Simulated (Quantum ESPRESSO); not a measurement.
**CrSiTe3: parallel and opposed starts**

Does CrSiTe3 prefer parallel or opposed moments?

Method: LDA; plane waves with GBRV 1.5 LDA potentials, no spin-orbit coupling, in Quantum ESPRESSO 7.5.

This is a report of a sequence of runs, with most program output left out.

## 1. Starting point

Symmetry: R-3, No. 148, trigonal system. Conventional cell: a = 6.831 Å, b = 6.831 Å, c = 21.773 Å, α = 90.00°, β = 90.00°, γ = 120.00°. Nearest to Cr lie 6 Te at 2.79 to 2.80 Å. Nearest to Si lie 1 Si at 2.27 Å and 3 Te at 2.53 Å. Nearest to Te lie 1 Si at 2.53 Å and 2 Cr at 2.79 to 2.80 Å. Farther neighbours and most contacts between anions are not listed.

As a file:

```cif
data_structure
_symmetry_space_group_name_H-M 'P 1'
_symmetry_Int_Tables_number 1
_cell_length_a 8.2599
_cell_length_b 8.2599
_cell_length_c 8.2599
_cell_angle_alpha 48.847
_cell_angle_beta 48.847
_cell_angle_gamma 48.847
_cell_volume 293.25
loop_
_atom_site_label
_atom_site_type_symbol
_atom_site_fract_x
_atom_site_fract_y
_atom_site_fract_z
_atom_site_occupancy
Cr1 Cr 0.66619 0.66619 0.66619 1
Cr2 Cr 0.33381 0.33381 0.33381 1
Si3 Si 0.05220 0.05220 0.05220 1
Si4 Si 0.94780 0.94780 0.94780 1
Te5 Te 0.72118 0.07765 0.43975 1
Te6 Te 0.43975 0.72118 0.07765 1
Te7 Te 0.07765 0.43975 0.72118 1
Te8 Te 0.92235 0.56025 0.27882 1
Te9 Te 0.56025 0.27882 0.92235 1
Te10 Te 0.27882 0.92235 0.56025 1
```

The cell comes from Materials Project 2023-11-01, a database of computed structures, and need not be the stable phase.

## 2. Run 1 (ferro ++)

The signs are those of the starting moments on the seeded atoms, the atoms that are given a moment.

pw.in reads:

```
&CONTROL
  calculation = 'scf'
  prefix = 'pwscf'
  outdir = './tmp'
  pseudo_dir = './pseudo'
  disk_io = 'nowf'
/
&SYSTEM
  ibrav = 0
  nat = 10
  ntyp = 3
  ecutwfc = 40
  ecutrho = 280
  nbnd = 52
  occupations = 'smearing'
  smearing = 'fd'
  degauss = 0.00367493
  nspin = 2
  starting_magnetization(1) = 0.2143
  starting_magnetization(2) = 0
  starting_magnetization(3) = 0
/
&ELECTRONS
  conv_thr = 2d-08
  electron_maxstep = 150
  mixing_beta = 0.3
/
ATOMIC_SPECIES
Cr     51.9961 cr_lda_v1.5.uspp.F.UPF
Si     28.0850 si_lda_v1.uspp.F.UPF
Te    127.6000 te_lda_v1.uspp.F.UPF
CELL_PARAMETERS angstrom
   3.4152614328    1.9718021076    7.2576780084
  -3.4152614328    1.9718021076    7.2576780084
   0.0000000000   -3.9436042152    7.2576780084
ATOMIC_POSITIONS crystal
Cr      0.6661873000    0.6661873000    0.6661873000
Cr      0.3338127000    0.3338127000    0.3338127000
Si      0.0522024200    0.0522024200    0.0522024200
Si      0.9477975800    0.9477975800    0.9477975800
Te      0.7211835100    0.0776504400    0.4397477900
Te      0.4397477900    0.7211835100    0.0776504400
Te      0.0776504400    0.4397477900    0.7211835100
Te      0.9223495600    0.5602522100    0.2788164900
Te      0.5602522100    0.2788164900    0.9223495600
Te      0.2788164900    0.9223495600    0.5602522100
K_POINTS automatic
4 4 4 0 0 0
```

Launch:

```
OMP_NUM_THREADS=1 mpirun -n 4 pw.x -nk 4 -in pw.in > pw.out
```

It took 1.9 min on 4 MPI ranks of Arm Neoverse V1, shared host; peak memory 1.4 GiB; 7.4 min of CPU time.

Spin moment in the atom's sphere by atom:

```csv
atom,spin moment in the atom's sphere (μB)
Cr1,3.05
Cr2,3.05
Si3,0.02
Si4,0.02
Te5,-0.06
Te6,-0.06
Te7,-0.06
Te8,-0.06
Te9,-0.06
Te10,-0.06
```

Numbers from this step:

```
smearing term TS       : 5.33e-4 eV
magnetization          : 6 μB
absolute magnetization : 7.517 μB
final state            : ferromagnetic
```

## 3. Start 2: antiferro +−

Changes to pw.in since step 2:

```diff
@@ -10,6 +10,6 @@
   nat = 10
-  ntyp = 3
+  ntyp = 4
   ecutwfc = 40
   ecutrho = 280
-  nbnd = 52
+  nbnd = 49
   occupations = 'smearing'
@@ -19,4 +19,5 @@
   starting_magnetization(1) = 0.2143
-  starting_magnetization(2) = 0
+  starting_magnetization(2) = -0.2143
   starting_magnetization(3) = 0
+  starting_magnetization(4) = 0
 /
@@ -28,3 +29,4 @@
 ATOMIC_SPECIES
-Cr     51.9961 cr_lda_v1.5.uspp.F.UPF
+Cr1    51.9961 cr_lda_v1.5.uspp.F.UPF
+Cr2    51.9961 cr_lda_v1.5.uspp.F.UPF
 Si     28.0850 si_lda_v1.uspp.F.UPF
@@ -36,4 +38,4 @@
 ATOMIC_POSITIONS crystal
-Cr      0.6661873000    0.6661873000    0.6661873000
-Cr      0.3338127000    0.3338127000    0.3338127000
+Cr1     0.6661873000    0.6661873000    0.6661873000
+Cr2     0.3338127000    0.3338127000    0.3338127000
 Si      0.0522024200    0.0522024200    0.0522024200
```

The job ended after 2.1 min (4 MPI ranks; peak memory 1.4 GiB).

Spin moment in the atom's sphere by atom:

```csv
atom,spin moment in the atom's sphere (μB)
Cr1,2.96
Cr2,-2.96
Si3,0.00
Si4,0.00
Te5,0.00
Te6,0.00
Te7,0.00
Te8,0.00
Te9,0.00
Te10,0.00
```

Read from the output:

- smearing term TS: 1.76e-4 eV
- magnetization: 0 μB
- absolute magnetization: 7.133 μB
- final state: antiferromagnetic

## 4. Energies of the orders

An order is kept where moments of 0.15 μB or more survive with the typed signs; meshes match where a doubled cell samples the same k points as the first cell.

Orders:

```csv
start,final state,typed order kept,energy over the lowest (meV a seeded atom),largest site moment (μB),net moment (μB a cell of the first run),mesh matched,CPU time (s)
ferro ++,ferromagnetic,yes,0,3.048,6,yes,445.7
antiferro +-,antiferromagnetic,yes,20.23,2.961,0,yes,494.6
```

## 5. The lowest state again, with its states saved

pw.in reads:

```
&CONTROL
  calculation = 'scf'
  prefix = 'pwscf'
  outdir = './tmp'
  pseudo_dir = './pseudo'
  disk_io = 'low'
/
&SYSTEM
  ibrav = 0
  celldm(1) = 8
  nat = 10
  ntyp = 3
  ecutwfc = 40
  ecutrho = 280
  nbnd = 56
  occupations = 'smearing'
  smearing = 'fd'
  degauss = 0.00367493
  nspin = 2
  starting_magnetization(1) = 0.2143
  starting_magnetization(2) = 0
  starting_magnetization(3) = 0
/
&ELECTRONS
  conv_thr = 2d-08
  electron_maxstep = 150
  mixing_beta = 0.3
/
ATOMIC_SPECIES
Cr     51.9961 cr_lda_v1.5.uspp.F.UPF
Si     28.0850 si_lda_v1.uspp.F.UPF
Te    127.6000 te_lda_v1.uspp.F.UPF
CELL_PARAMETERS alat
   0.8067385939986    0.4657707444155    1.7143779670744
  -0.8067385939986    0.4657707444155    1.7143779670744
   0.0000000000000   -0.9315414888310    1.7143779670744
ATOMIC_POSITIONS crystal
Cr      0.6661873000    0.6661873000    0.6661873000
Cr      0.3338127000    0.3338127000    0.3338127000
Si      0.0522024200    0.0522024200    0.0522024200
Si      0.9477975800    0.9477975800    0.9477975800
Te      0.7211835100    0.0776504400    0.4397477900
Te      0.4397477900    0.7211835100    0.0776504400
Te      0.0776504400    0.4397477900    0.7211835100
Te      0.9223495600    0.5602522100    0.2788164900
Te      0.5602522100    0.2788164900    0.9223495600
Te      0.2788164900    0.9223495600    0.5602522100
K_POINTS automatic
4 4 4 0 0 0
```

It took 2 min on 4 MPI ranks; peak memory 1.4 GiB; 7.8 min of CPU time.

Numbers from this step:

```yaml
smearing_term_ts: 5.33e-4 eV
magnetization: 6 μB
absolute_magnetization: 7.517 μB
final_state: ferromagnetic
largest_moment: 3.048 μB
```

## 6. Löwdin moments

projwfc.x projects the saved states on orthogonalised atomic orbitals of the pseudopotential files.

Elapsed: 2.9 s, on 4 MPI ranks; peak memory 0.56 GiB; 12 s of CPU time.

```csv
atom,moment in the sphere (μB),Löwdin moment (μB),Löwdin charge (e)
Cr1,3.048,3.352,13.133
Cr2,3.048,3.352,13.133
Si3,0.021,0.052,3.895
Si4,0.021,0.052,3.895
Te5,-0.062,-0.160,6.198
Te6,-0.062,-0.160,6.198
Te7,-0.062,-0.160,6.198
Te8,-0.062,-0.160,6.198
Te9,-0.062,-0.160,6.198
Te10,-0.062,-0.160,6.198
```

## 7. Summary of results

```json
{"lowest state found": "ferromagnetic (from ferro ++)", "largest site moment": "3.05 μB", "next state with moments": "antiferromagnetic, 20.2 meV a seeded atom higher"}
```

In words: The largest moment reads 3.05 μB in the sphere and 3.35 μB by Löwdin projection; a site moment hangs on how space is shared out. This is the lowest of 2 collinear or spinless starts, no proof of the ground state.

[Logs and program files are shortened in this print: banners, set-up blocks, solver, clock and traceback lines can be left out without a mark of their own.]

[Logs are printed without paths, hosts, clocks, repeated set-up lines and the standing remarks that a program may print on its own settings, such as how far it seeks lower states.]

[Hosts, paths, dates, database ids (printed as entryN), source tags and the programs' standing remarks are cut or masked in the printed files.]

[Where a cell is said to come from a database of computed structures, the database is the Materials Project.]
